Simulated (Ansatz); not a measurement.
## A convergence test on ZnCu2SnS4 (I-4): k mesh of the density

Wanted: the cheapest k mesh of the density that holds the PBE gap of ZnCu2SnS4 (I-4).

Main program and level: Ansatz 0.2.0; DFT, PBE, plane waves, PAW; PAW set soft_1.

## 1. Starting point

It takes space group I-4 (No. 82, tetragonal). Conventional cell: a = 5.434 Å, b = 5.434 Å, c = 10.850 Å, α = 90.00°, β = 90.00°, γ = 90.00°. Nearest to Zn lie 4 S at 2.33 Å. Cu has 4 S at 2.33 Å nearest. Nearest to Cu lie 4 S at 2.33 Å. Nearest to Sn lie 4 S at 2.41 Å. Nearest to S lie 1 Zn at 2.33 Å and 2 Cu at 2.33 Å and 1 Sn at 2.41 Å. Farther neighbours and most contacts between anions are not listed.

The cell and positions come from the Crystallography Open Database and are kept as given unless a step says otherwise.

## 2. k mesh of the density: 2×2×2

Contents of input.yaml:

```yaml
crystal:
  lattice:
    - [-2.7171, 2.7171, 5.4248]
    - [2.7171, -2.7171, 5.4248]
    - [2.7171, 2.7171, -5.4248]
  atoms:
    - { symbol: Zn, position: [0.25, 0.75, 0.5] }
    - { symbol: Cu, position: [0.0, 0.0, 0.0] }
    - { symbol: Cu, position: [0.75, 0.25, 0.5] }
    - { symbol: Sn, position: [0.5, 0.5, 0.0] }
    - { symbol: S, position: [0.37161, 0.88441, 0.9996] }
    - { symbol: S, position: [0.11559, 0.11519, 0.4872] }
    - { symbol: S, position: [0.88481, 0.37201, 0.0004] }
    - { symbol: S, position: [0.62799, 0.62839, 0.5128] }
kpoints:
  mp_grid: { grid: [2, 2, 2] }
  band_path:
    path:
      - [0.0, 0.0, 0.0]
      - [0.0, 0.0, 0.5]
      - [0.25, 0.25, 0.25]
      - [0.0, 0.5, 0.0]
      - [0.5, 0.5, -0.5]
      - [0.31271679, 0.68728321, -0.31271679]
      - [-0.31271679, 0.31271679, 0.31271679]
      - [-0.12543357, 0.12543357, 0.5]
    npoints: 1
hamiltonian:
  xc: pbe
  pseudopotentials: { kind: paw, azcp: { folder: soft_1 } }
scf:
  occupations: { method: fixed }
  n_extra_bands: 6
output:
  eigenvalues: true
  forces: true
  stress: true
```

The run is started by

```sh
$ ansatz run input.yaml --threads 3 --pin off --max-ram 92160MiB --backend cuda --events-out ev --progress --plain --runs-dir out --devices 1 --max-vram 13GiB
```

Numbers of over 12 decimals in the logs are rounded to 6 here.

What it wrote:

```text
scf.n_extra_bands = 6 over 44 filled bands (N_el = 88.0): the run solves 50 bands
GPUs: using 1 of 1 available (devices: 1).
Engine: ansatz 0.2.0, x86_64-unknown-linux-gnu
Pseudopotentials: kind: paw
Pseudopotential: Zn, paw, valence charge 12, recommended cutoff 420 eV (normal), soft_1/Zn.paw.azcp
Pseudopotential: Cu, paw, valence charge 19, recommended cutoff 420 eV (normal), soft_1/Cu.paw.azcp
Pseudopotential: Sn, paw, valence charge 14, recommended cutoff 420 eV (normal), soft_1/Sn.paw.azcp
Pseudopotential: S, paw, valence charge 6, recommended cutoff 420 eV (normal), soft_1/S.paw.azcp
Functional definition: PBE
  parameter kappa = 0.804
  parameter beta = 0.066725
  exchange = pbe_x(kappa = kappa, mu = beta*pi^2/3)
  correlation = pbe_c(beta = beta)
concurrent solve slots: 2 of 3 are kept, ahead of what memory takes: no pass of the eigensolver takes more rounds on 2
device memory: the entry about to start is reckoned to put 3.2 GiB on a device that reports 53.6 GiB free (of which the cap on the GPU budget leaves the run 13.0 GiB)
GPU FFT provider: cuFFT
GPU libraries: cuBLAS 13.8.2, cuFFT 12.4.0, cuSOLVER 12.3.4
Crystal: 8 atoms, lattice volume = 160.197 Å³
Basis set: ecut = 420 eV, 3083 PW (Γ), exchange–correlation on 90×90×90 points (8 copies of the dense FFT grid, shifted against one another)
Bands: 50, of which v1, the nominal top of the filled ones, is band 44 counted from 1 (43 counted from 0)
Symmetry: 4 space group operations
Space group: I-4 (ITA 82), of the structure as read, at distance tolerance 5.4e-5 Å
k-points: 4 of 8
Non-local potential: Zn, projectors of the file, l = 0: 2, l = 1: 2, l = 2: 3, l = 3: 1
Non-local potential: Cu, projectors of the file, l = 0: 3, l = 1: 2, l = 2: 3, l = 3: 1
Non-local potential: Sn, projectors of the file, l = 0: 2, l = 1: 2, l = 2: 2, l = 3: 1
Non-local potential: S, projectors of the file, l = 0: 2, l = 1: 2, l = 2: 1
PAW form: soft (Blöchl's): semilocal exchange-correlation on the pseudo side does not see the compensation charge
PAW one-centre angular grid: Zn, 590 points (default); XC on 64 Gauss nodes
PAW one-centre angular grid: Cu, 590 points (default); XC on 64 Gauss nodes
PAW one-centre angular grid: Sn, 590 points (default); XC on 64 Gauss nodes
PAW one-centre angular grid: S, 110 points (default); XC on 64 Gauss nodes
Initial density: superposition of atomic densities (chi_scale 0.1, normalization cell, long waves kept (reshape's long-wave potential 0.01 eV rms))
Initial wavefunctions: pseudopotential atomic-orbital guess
GPU buffer pool allocated for 91125 grid points (all kernels)
GPU transforms: local potential and band sums: pruned to the plane-wave sphere, on 45×45×45
Functional: x = pbe(κ = 0.804, μ = 0.219515), c = pbe(β = 0.066725)
SCF iter   1: F=—  HF=-26205.782410 eV  |F-HF|=—  |Δ(HF+E_count)|=         —  Δρ=3.80e-2  dr2=2.01e0  ethr=3.10e-3  ⟨swp⟩=5.0  Hψ=767  notcnv=0  defer=10
preconditioner: auto → Resta (q_TF=auto, 2.469 Å⁻¹)  ε∞=6.3  [insulator: Δε(μ)=0.374 eV  Ē_g=10.848 eV  n_scr=36 (ndim 8)  ℏωp=24.9 eV  f_vac=0.000  ε∞_Penn≈6.3]
SCF iter   2: F=—  HF=-26205.463787 eV  |F-HF|=—  |Δ(HF+E_count)|=   3.19e-1  Δρ=1.79e-2  dr2=5.44e-1  ethr=2.29e-3  ⟨swp⟩=2.2  Hψ=351  notcnv=0  defer=14
SCF iter   3: F=—  HF=-26205.553241 eV  |F-HF|=—  |Δ(HF+E_count)|=   8.95e-2  Δρ=3.09e-2  dr2=9.06e-1  ethr=6.19e-4  ⟨swp⟩=3.0  Hψ=361  notcnv=0  defer=15
SCF iter   4: F=—  HF=-26205.398008 eV  |F-HF|=—  |Δ(HF+E_count)|=   1.55e-1  Δρ=1.02e-2  dr2=1.12e-1  ethr=6.19e-4  ⟨swp⟩=2.0  Hψ=416  notcnv=0  defer=14
SCF iter   5: F=—  HF=-26205.377953 eV  |F-HF|=—  |Δ(HF+E_count)|=   2.01e-2  Δρ=2.92e-3  dr2=1.04e-2  ethr=1.27e-4  ⟨swp⟩=2.0  Hψ=349  notcnv=0  defer=15
SCF iter   6: F=—  HF=-26205.381943 eV  |F-HF|=—  |Δ(HF+E_count)|=   3.99e-3  Δρ=1.30e-3  dr2=3.09e-3  ethr=1.19e-5  ⟨swp⟩=2.0  Hψ=309  notcnv=0  defer=15
SCF iter   7: F=—  HF=-26205.384128 eV  |F-HF|=—  |Δ(HF+E_count)|=   2.19e-3  Δρ=1.10e-3  dr2=1.32e-3  ethr=3.51e-6  ⟨swp⟩=2.0  Hψ=316  notcnv=0  defer=15
SCF iter   8: F=—  HF=-26205.384098 eV  |F-HF|=—  |Δ(HF+E_count)|=   3.04e-5  Δρ=4.92e-4  dr2=2.78e-4  ethr=1.50e-6  ⟨swp⟩=2.0  Hψ=339  notcnv=0  defer=14
SCF iter   9: F=—  HF=-26205.383899 eV  |F-HF|=—  |Δ(HF+E_count)|=   1.99e-4  Δρ=1.84e-4  dr2=3.84e-5  ethr=3.16e-7  ⟨swp⟩=2.0  Hψ=276  notcnv=0  defer=10
SCF iter  10: F=—  HF=-26205.384299 eV  |F-HF|=—  |Δ(HF+E_count)|=   4.00e-4  Δρ=3.59e-5  dr2=1.49e-6  ethr=4.37e-8  ⟨swp⟩=2.0  Hψ=305  notcnv=0  defer=7
SCF iter  11: F=—  HF=-26205.384300 eV  |F-HF|=—  |Δ(HF+E_count)|=   1.09e-6  Δρ=1.48e-5  dr2=1.98e-7  ethr=1.69e-9  ⟨swp⟩=2.0  Hψ=367  notcnv=0  defer=7
SCF iter  12: F=-26205.384301 eV  HF=-26205.384301 eV  |F-HF|=4.57e-9  |Δ(HF+E_count)|=   1.10e-7  Δρ=3.43e-6  dr2=1.45e-8  ethr=1.14e-10  ⟨swp⟩=15.0  Hψ=1116  notcnv=0
SCF 1 converged in 12 iterations: F = -26205.384301 eV  dr2 = 1.45e-8
[...]
device memory: the entry about to start is reckoned to put 3.5 GiB on a device that reports 55.7 GiB free (of which the cap on the GPU budget leaves the run 13.0 GiB)
NSCF: frozen V_eff on 8 k-points
SCF converged after 12 iterations
Free energy (F): -26205.384301 eV
Harris-Foulkes:  -26205.384301 eV  (|F-HF|=4.57e-9)
Internal energy: -26205.384301 eV  (E = F + TS)
E sigma→0 (E₀):  -26205.384301 eV
Fermi energy:    8.039869 eV
--- Per-component energies (eV) ---
  E_band       = -1102.111912
  E_kinetic    = 1260.786234
  E_local      = -16263.379254  (includes V_loc(G=0)·N_el)
  E_nonlocal   = 2897.715436
  E_hartree    = 6961.156012
  E_xc         = -695.408761
  E_vxc        = -637.069002  (∫ρ·V_xc dr)
  E_paw        = -12341.799392  (= ΣΔE_a)
  E_vpaw       = -2282.489426  (= ΣTr[D̂ρ^β])
  E_aug_tail   = 0.002041  (compensation charges beyond the density's cutoff)
  E_ewald      = -8024.456617
  E_smearing   = -0.000000  (= −TS)
  E_closure    = -0.000000  (closes the sum)
  Σ components = -26205.384301   (vs F -26205.384301, Δ=0.00e0)
--- Forces (eV/Å), atoms counted from 1 ---
  atom   1  Zn     0.00000000     0.00000000     0.00000000
  atom   2  Cu     0.00000000    -0.00000000     0.00000000
  atom   3  Cu    -0.00000000     0.00000000     0.00000000
  atom   4  Sn    -0.00000000     0.00000000     0.00000000
  atom   5  S      0.49764085    -0.12723135     0.17039122
  atom   6  S     -0.12723135    -0.49764085    -0.17039122
  atom   7  S     -0.49764085     0.12723135     0.17039122
  atom   8  S      0.12723135     0.49764085    -0.17039122
  max |Σ_I F_I| component: 1.11e-16 eV/Å
--- Stress (GPa, compression-positive) ---
        2.136355      -0.000000      -0.000000
        0.000000       2.136355       0.000000
       -0.000000       0.000000       1.793693
  P = ⅓ Tr σ = 2.0221 GPa (20.221 kbar)
--- Band table (eV) ---
  k-point 0: bands = [... 40 lower, 6.6896, 7.9524, 7.9524, 8.0399, 8.3130, 10.0506, 10.9223, 11.8087, ... 2 higher]
  k-point 1: bands = [... 40 lower, 7.2822, 7.3856, 7.5612, 7.6367, 8.8491, 10.3339, 11.1870, 12.1805, ... 2 higher]
  k-point 2: bands = [... 40 lower, 6.9282, 6.9989, 7.0558, 7.5651, 9.7777, 11.2016, 11.3165, 12.2672, ... 2 higher]
  k-point 3: bands = [... 40 lower, 6.9291, 7.0359, 7.2230, 7.2230, 9.5307, 10.0868, 10.0868, 10.4718, ... 2 higher]
```

Elapsed: 8.5 s, on 1 × NVIDIA H100 80GB HBM3 (shared by 6 runs) with 3 threads of AMD EPYC 7R13 (Zen 3), shared host; peak memory 0.97 GiB.

In the SCF lines HF is the Harris–Foulkes energy and dr2 the Hartree energy of the density residual, in eV; the loop may stop once dr2 is under the threshold and the program's other checks hold. Hψ counts applications of the Hamiltonian.

This step gave:

```yaml
pressure: 2.022 GPa
gap: 0.2732 eV
valence_top_at: Γ
conduction_bottom_at: Γ
least_direct_gap: 0.2732 eV
```

The gap is direct, at Γ.

## 3. k mesh of the density: 4×4×4

Changes to input.yaml since step 2:

```diff
@@ -15,3 +15,3 @@
 kpoints:
-  mp_grid: { grid: [2, 2, 2] }
+  mp_grid: { grid: [4, 4, 4] }
   band_path:
```

What it wrote:

```text
[...]
GPUs: using 1 of 1 available (devices: 1).
[...]
GPU FFT provider: cuFFT
GPU libraries: cuBLAS 13.8.2, cuFFT 12.4.0, cuSOLVER 12.3.4
Crystal: 8 atoms, lattice volume = 160.197 Å³
Basis set: ecut = 420 eV, 3083 PW (Γ), exchange–correlation on 90×90×90 points (8 copies of the dense FFT grid, shifted against one another)
[...]
k-point 0: bands = [... 40 lower, 6.6643, 7.9371, 7.9371, 8.0189, 8.3059, 10.0455, 10.9129, 11.8047, ... 2 higher]
  k-point 1: bands = [... 40 lower, 6.8603, 7.0239, 7.4883, 7.8087, 9.3502, 10.9682, 11.3096, 11.6024, ... 2 higher]
  k-point 2: bands = [... 40 lower, 7.2602, 7.3730, 7.5470, 7.6172, 8.8418, 10.3294, 11.1832, 12.1764, ... 2 higher]
  k-point 13: bands = [... 40 lower, 6.9155, 7.0096, 7.2073, 7.2073, 9.5204, 10.0822, 10.0822, 10.4677, ... 2 higher]
[key lines of the parts left out:]
SCF converged after 12 iterations
Free energy (F): -26205.554447 eV
Fermi energy:    8.018872 eV
P = ⅓ Tr σ = 2.0520 GPa (20.520 kbar)
```

It took 6.9 s on 1 × NVIDIA H100 80GB HBM3 (shared by 6 runs) with 3 threads; peak memory 0.98 GiB; 7.2 s of CPU time.

This step gave:

```
pressure             : 2.052 GPa
gap                  : 0.2870 eV
valence top at       : Γ
conduction bottom at : Γ
least direct gap     : 0.2870 eV
```

The gap is 0.287 eV, +0.014 eV from the run before at this level.

## 4. k mesh of the density: 6×6×6 (the default)

input.yaml, the sections that differ from step 3:

```yaml
kpoints:
  mp_grid: { grid: [6, 6, 6] }
  band_path:
    path:
      - [[0.0, 0.0, 0.0], [0.0, 0.0, 0.5], [0.25, 0.25, 0.25], [0.0, 0.5, 0.0], [0.0, 0.0, 0.0], [0.5, 0.5, -0.5], [0.31271679, 0.68728321, -0.31271679]]
      - [[-0.31271679, 0.31271679, 0.31271679], [0.0, 0.0, 0.0]]
      - [[0.0, 0.0, 0.5], [-0.12543357, 0.12543357, 0.5]]
      - [[0.5, 0.5, -0.12543357], [0.5, 0.5, -0.5]]
    npoints: 10
scf:
  occupations: { method: fermi_dirac, width: 0.02 }
  n_extra_bands: 6
output:
  eigenvalues: true
  forces: true
  stress: true
  write_density: true
  write_potential: true
  elf: true
  volumetric_format: npy
# crystal, hamiltonian: as in step 3
```

What it wrote:

```text
[...]
GPUs: using 1 of 1 available (devices: 1).
[...]
GPU FFT provider: cuFFT
GPU libraries: cuBLAS 13.8.2, cuFFT 12.4.0, cuSOLVER 12.3.4
Crystal: 8 atoms, lattice volume = 160.197 Å³
Basis set: ecut = 420 eV, 3083 PW (Γ), exchange–correlation on 90×90×90 points (8 copies of the dense FFT grid, shifted against one another)
[...]
k-point 0: bands = [... 40 lower, 6.6609, 7.9350, 7.9350, 8.0163, 8.3055, 10.0450, 10.9121, 11.8045, ... 2 higher]
  k-point 1: bands = [... 40 lower, 6.8023, 7.1730, 7.7187, 7.8768, 9.1205, 10.6024, 11.3189, 11.6826, ... 2 higher]
  k-point 2: bands = [... 40 lower, 6.9072, 7.0805, 7.4209, 7.7225, 9.3169, 10.9826, 11.1646, 11.7381, ... 2 higher]
  k-point 35: bands = [... 40 lower, 6.9133, 7.0063, 7.2048, 7.2048, 9.5197, 10.0816, 10.0816, 10.4675, ... 2 higher]
[key lines of the parts left out:]
SCF converged after 11 iterations
Free energy (F): -26205.559870 eV
Fermi energy:    8.161670 eV
P = ⅓ Tr σ = 2.0676 GPa (20.676 kbar)
```

Elapsed: 13 s, on 1 × NVIDIA H100 80GB HBM3 (shared by 6 runs) with 3 threads; peak memory 1.1 GiB; 19 s of CPU time.

Numbers from this step:

```
pressure             : 2.068 GPa
gap                  : 0.2892 eV
valence top at       : Γ
conduction bottom at : Γ
least direct gap     : 0.2892 eV
```

The gap is 0.289 eV, +0.002 eV from the run before at this level.

## 5. k mesh of the density: 10×10×10

input.yaml, the sections that differ from step 4:

```yaml
kpoints:
  mp_grid: { grid: [10, 10, 10] }
  band_path:
    path:
      - [0.0, 0.0, 0.0]
      - [0.0, 0.0, 0.5]
      - [0.25, 0.25, 0.25]
      - [0.0, 0.5, 0.0]
      - [0.5, 0.5, -0.5]
      - [0.31271679, 0.68728321, -0.31271679]
      - [-0.31271679, 0.31271679, 0.31271679]
      - [-0.12543357, 0.12543357, 0.5]
    npoints: 1
scf:
  occupations: { method: fixed }
  n_extra_bands: 6
# crystal, hamiltonian, output: as in step 4
```

What it wrote:

```text
[...]
GPUs: using 1 of 1 available (devices: 1).
[...]
GPU FFT provider: cuFFT
GPU libraries: cuBLAS 13.8.2, cuFFT 12.4.0, cuSOLVER 12.3.4
Crystal: 8 atoms, lattice volume = 160.197 Å³
Basis set: ecut = 420 eV, 3083 PW (Γ), exchange–correlation on 90×90×90 points (8 copies of the dense FFT grid, shifted against one another)
[...]
k-point 0: bands = [... 40 lower, 6.6602, 7.9346, 7.9346, 8.0158, 8.3055, 10.0448, 10.9119, 11.8045, ... 2 higher]
  k-point 1: bands = [... 40 lower, 6.7191, 7.4693, 7.8979, 7.9150, 8.7934, 10.2941, 11.1010, 11.7420, ... 2 higher]
  k-point 2: bands = [... 40 lower, 6.8379, 7.0745, 7.6165, 7.8510, 9.2396, 10.7576, 11.3538, 11.6543, ... 2 higher]
  k-point 143: bands = [... 40 lower, 6.9128, 7.0056, 7.2042, 7.2042, 9.5196, 10.0815, 10.0815, 10.4675, ... 2 higher]
[key lines of the parts left out:]
SCF converged after 12 iterations
Free energy (F): -26205.560496 eV
Fermi energy:    8.015799 eV
P = ⅓ Tr σ = 2.0723 GPa (20.723 kbar)
```

The job ended after 20 s (1 × NVIDIA H100 80GB HBM3 (shared by 6 runs) with 3 threads; peak memory 1.4 GiB; 23 s of CPU time).

This step gave:

| Property | Result |
| --- | --- |
| pressure | 2.072 GPa |
| gap | 0.2897 eV |
| valence top at | Γ |
| conduction bottom at | Γ |
| least direct gap | 0.2897 eV |

The gap is 0.290 eV, +0.001 eV from the run before at this level.

## 6. The series

Differences are against the last row; a negative gap means that bands overlap, and a run with a band path holds that path's time. Times are wall times on 1 × NVIDIA H100 80GB HBM3 (shared by 6 runs) with 3 threads of AMD EPYC 7R13 (Zen 3), shared host, good to a factor of about two.

```csv
k mesh of the density,gap (eV),direct gap (eV),gap error (eV),energy error (meV/atom),irreducible k,time
2×2×2,0.273,0.273,−0.017,+22.0,4,8.5 s
4×4×4,0.287,0.287,−0.003,+0.8,14,6.9 s
6×6×6,0.289,0.289,−0.001,+0.1,36,13 s
10×10×10,0.290,0.290,+0.000,+0.0,144,20 s
```

## 7. What came out

```
2×2×2    : 0.273 eV
4×4×4    : 0.287 eV
6×6×6    : 0.289 eV
10×10×10 : 0.290 eV
```

The gap holds to 0.02 eV from 2×2×2 on, the cheapest setting tried. At 2×2×2 the gap is off by −0.017 eV and the energy by +22 meV/atom. The gap is read over the mesh and added points near the edges, so meshes differ mainly through the density and, for a hybrid, the exchange operator. The runs have no spin polarisation. For a closed low-spin shell that is the natural state; where a d or f shell is open it is a constraint, and the gap is then not the crystal's own.

[Paths, hosts, dates, memory and timing lines, banners, echoed tables and standing remarks are left out of the program output.]

[Logs are printed without paths, hosts, clocks, repeated set-up lines and the standing remarks that a program may print on its own settings, such as how far it seeks lower states.]

[Runs of the session that timed out or met a known fault of the program may be left out.]

[Cells called generated may have been cut or substituted from an entry of the Crystallography Open Database or the Materials Project.]

[Hosts, paths, dates, database ids (printed as entryN), source tags and the programs' standing remarks are cut or masked in the printed files.]
